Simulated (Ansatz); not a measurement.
# Ta2C monolayer: the cell at rest, part 2 of 2

Task: relax Ta2C monolayer tightly.

Ansatz 0.2.0; DFT PBEsol, scalar-relativistic, plane waves, PAW.

So far. Step 2 (Probe on a coarse mesh): The coarse mesh shows no gap.

## (3) Bringing the structure to rest (continued)

Valence density in the ac plane at fractional y = 0.333, with atoms of Ta within 0.2 Å of it. It is the smooth field of the valence electrons, not physical close to the nuclei.

Values in e/Å³, 24 rows by 16 columns, each cell a mean:
```
0.0 0.0 0.0 0.0 0.0 0.0 0.0 0.0 0.0 0.0 0.0 0.0 0.0 0.0 0.0 0.0
0.0 0.0 0.0 0.0 0.0 0.0 0.0 0.0 0.0 0.0 0.0 0.0 0.0 0.0 0.0 0.0
0.0 0.0 0.0 0.0 0.0 0.0 0.0 0.0 0.0 0.0 0.0 0.0 0.0 0.0 0.0 0.0
0.0 0.0 0.0 0.0 0.0 0.0 0.0 0.0 0.0 0.0 0.0 0.0 0.0 0.0 0.0 0.0
0.0 0.0 0.0 0.0 0.0 0.0 0.0 0.0 0.0 0.0 0.0 0.0 0.0 0.0 0.0 0.0
0.0 0.0 0.0 0.0 0.0 0.0 0.0 0.0 0.0 0.0 0.0 0.0 0.0 0.0 0.0 0.0
0.0 0.0 0.0 0.0 0.0 0.0 0.0 0.0 0.0 0.0 0.0 0.0 0.0 0.0 0.0 0.0
0.0 0.0 0.0 0.0 0.0 0.0 0.0 0.0 0.0 0.0 0.0 0.0 0.0 0.0 0.0 0.0
0.0 0.0 0.0 0.0 0.0 0.0 0.0 0.0 0.0 0.0 0.0 0.0 0.0 0.0 0.0 0.0
0.0 0.0 0.0 0.0 0.0 0.0 0.0 0.0 0.0 0.0 0.0 0.0 0.0 0.0 0.0 0.0
0.0 0.0 0.0 0.0 0.0 0.0 0.0 0.0 0.0 0.0 0.0 0.0 0.0 0.0 0.0 0.0
0.0 0.0 0.0 0.0 0.0 0.0 0.0 0.0 0.0 0.0 0.0 0.0 0.0 0.0 0.0 0.0
0.0 0.0 0.0 0.0 0.0 0.0 0.0 0.0 0.0 0.0 0.0 0.0 0.0 0.0 0.0 0.0
0.1 0.1 0.1 0.1 0.1 0.1 0.1 0.1 0.1 0.1 0.1 0.1 0.1 0.1 0.1 0.1
0.5 0.7 0.9 0.9 0.8 0.6 0.4 0.3 0.3 0.2 0.2 0.2 0.2 0.2 0.3 0.4
0.5 0.6 0.6 0.6 0.6 0.5 0.4 0.4 0.5 0.6 0.7 0.7 0.6 0.5 0.4 0.4
0.5 0.3 0.3 0.3 0.3 0.4 0.8 1.9 3.2 4.0 4.0 3.9 4.1 3.6 2.3 1.1
0.1 0.1 0.1 0.1 0.1 0.1 0.2 0.2 0.4 0.6 0.8 0.8 0.7 0.5 0.3 0.2
0.0 0.0 0.0 0.0 0.0 0.0 0.0 0.0 0.0 0.0 0.0 0.0 0.0 0.0 0.0 0.0
0.0 0.0 0.0 0.0 0.0 0.0 0.0 0.0 0.0 0.0 0.0 0.0 0.0 0.0 0.0 0.0
0.0 0.0 0.0 0.0 0.0 0.0 0.0 0.0 0.0 0.0 0.0 0.0 0.0 0.0 0.0 0.0
0.0 0.0 0.0 0.0 0.0 0.0 0.0 0.0 0.0 0.0 0.0 0.0 0.0 0.0 0.0 0.0
0.0 0.0 0.0 0.0 0.0 0.0 0.0 0.0 0.0 0.0 0.0 0.0 0.0 0.0 0.0 0.0
0.0 0.0 0.0 0.0 0.0 0.0 0.0 0.0 0.0 0.0 0.0 0.0 0.0 0.0 0.0 0.0
```
Columns run along a (3.1 Å), rows up along c (28.6 Å). Atoms in or near the plane, at fractional coordinates: Ta at (0.67, 0.31).

## (4) Relaxing to small forces for the phonons

Phonons need a cell at rest on their own settings, so the relaxation is repeated with tight tolerances on forces and stress, using the mesh and the filling of the phonon run that follows.

The input, input.yaml:

```yaml
crystal:
  lattice:
    - [3.057913634, 0.0, 0.0]
    - [-1.528956817, 2.6482308896, 0.0]
    - [0.0, 0.0, 28.6]
  atoms:
    - { symbol: C, position: [0.0, 0.0, 0.3496503497] }
    - { symbol: Ta, position: [0.3333333333, 0.6666666667, 0.3917623776] }
    - { symbol: Ta, position: [0.6666666667, 0.3333333333, 0.3075383217] }
  periodic: [true, true, false]
kpoints:
  mp_grid: { grid: [18, 18, 1] }
hamiltonian:
  xc: pbesol
scf:
  occupations: { method: methfessel_paxton, width: 0.15 }
output:
  forces: true
  stress: true
  eigenvalues: true
  write_density: true
  write_potential: true
  elf: true
  volumetric_format: npy
relax:
  adjacent_minimum: "off"
  f_tol: 0.001
  max_steps: 60
  cell: { stress_2d_tol: 0.002 }
```

On the command line:

```
$ ansatz run input.yaml --threads 8 --pin off --max-ram 14336MiB --backend cpu --events-out ev --progress --plain --runs-dir out
```

Numbers of over 12 decimals in the logs are rounded to 6 here.

The log of the run:

```text
[...]
Crystal: 3 atoms, lattice volume = 231.605 Å³
Basis set: ecut = 420 eV, 4499 PW (Γ), exchange–correlation on 48×48×384 points (8 copies of the dense FFT grid, shifted against one another)
Bands: 19, of which v1, the nominal top of the filled ones, is band 15 counted from 1 (14 counted from 0)
Symmetry: 12 space group operations
[...]
k-points: 37 of 324
[...]
k-point 36: bands = [... 11 lower, -9.1422, -5.8578, -5.7258, -5.7258, -4.3212, -2.3202, -2.3202, -1.2626]
--- Relaxed structure (5 steps of the walk, 5 accepted, 1 SCFs on fresh bases) ---
[...]
cell:  # Å, volume = 231.5552 Å³
    - [3.057588, 0.0, 0]
    - [-1.528794, 2.647949, 0]
    - [0, 0, 28.6]
  atoms:
    - { symbol: C, position: [0, 0, 0.349650] }
    - { symbol: Ta, position: [0.333333, 0.666667, 0.391755] }
    - { symbol: Ta, position: [0.666667, 0.333333, 0.307546] }
[key lines of the parts left out:]
SCF converged after 7 iterations
Free energy (F): -19858.614236 eV
Fermi energy:    -4.869300 eV
P = ½ c Tr σ = -0.0003 N/m
```

It took 9.1 s on 8 threads of Arm Neoverse V2, shared host; peak memory 0.72 GiB.

Little changed from the start: no atom moved by 0.005 Å and no cell edge by 0.1 %.

Valence density in the ac plane at fractional y = 0.000, with atoms of C within 0.2 Å of it. It is the smooth field of the valence electrons, not physical close to the nuclei.

Ten steps, logarithmic in the rise over the least value, from '0' (0.0 e/Å³) to '9' (1.6 e/Å³), each cell a mean:
```
0000000000000000
0000000000000000
0000000000000000
0000000000000000
0000000000000000
0000000000000000
0000000000000000
0000000000000000
0000000000000000
0000000000000000
0000000000000000
0000000000000000
1111111111111111
4444444444444444
7776677888776677
9999877666778999
7777777888777777
4444444555444444
1111111111111111
0000000000000000
0000000000000000
0000000000000000
0000000000000000
0000000000000000
```
Columns run along a (3.1 Å), rows up along c (28.6 Å). Atoms in or near the plane, at fractional coordinates: C at (0.00, 0.35).

ELF in the ac plane at fractional y = 0.000, with atoms of C within 0.2 Å of it. It is the smooth field of the valence electrons, not physical close to the nuclei.

Ten even steps from '_' (0.00) to '@' (0.74), each cell a mean:
```
________________________________
________________________________
________________________________
________________________________
________________________________
________________________________
________________________________
________________________________
________________________________
________________________________
________________________________
________________________________
------::::::..........::::::----
####**++==--------------==++**##
%%##**==--::--======--::--==**##
==++%%@@@@**==--::--==**@@@@%%++
%%%%**++--::--======--::--++**%%
####**++==--------------==++**##
------::::::::......::::::::----
________________________________
________________________________
________________________________
________________________________
________________________________
```
Columns run along a (3.1 Å), rows up along c (28.6 Å). Atoms in or near the plane, at fractional coordinates: C at (0.00, 0.35).

Electrostatic potential energy in the ac plane at fractional y = 0.000, with atoms of C within 0.2 Å of it. With pseudopotentials it is smooth inside the atoms' cores, unlike the true potential.

Ten even steps from '0' (-21 eV) to '9' (0 eV), each cell a mean:
```
9999999999999999
9999999999999999
9999999999999999
9999999999999999
9999999999999999
9999999999999999
9999999999999999
9999999999999999
9999999999999999
9999999999999999
9999999999999999
9999999999999999
9999999999999999
9998887777788899
7766531000135667
0001455555554100
6666531000135666
9998877666778899
9999999999999999
9999999999999999
9999999999999999
9999999999999999
9999999999999999
9999999999999999
```
Columns run along a (3.1 Å; values clipped at the 3rd and 97th percentile), rows up along c (28.6 Å). Atoms in or near the plane, at fractional coordinates: C at (0.00, 0.35).

The largest force component left is 0.0016 meV/Å, within the tolerances set.

## (5) Results

| Item | Value |
| --- | --- |
| space group after relaxation (within 0.01 Å) | P-3m1 |
| lattice constant a | 3.058 Å |
| lattice constant b | 3.058 Å |
| area per atom | 2.70 Å² |

What this shows: The largest force component left is 0.0016 meV/Å, within the tolerances set. The relaxation keeps the symmetry of its start, so it says nothing on stability against lower symmetry. Spin-orbit coupling is left out, which can matter for the heavy elements here. The starting cell was built on a prototype and not taken from a measurement.

[Logs are printed without paths, hosts, clocks, repeated set-up lines and the standing remarks that a program may print on its own settings, such as how far it seeks lower states.]

[Hosts, paths, dates, database ids (printed as entryN), source tags and the programs' standing remarks are cut or masked in the printed files.]
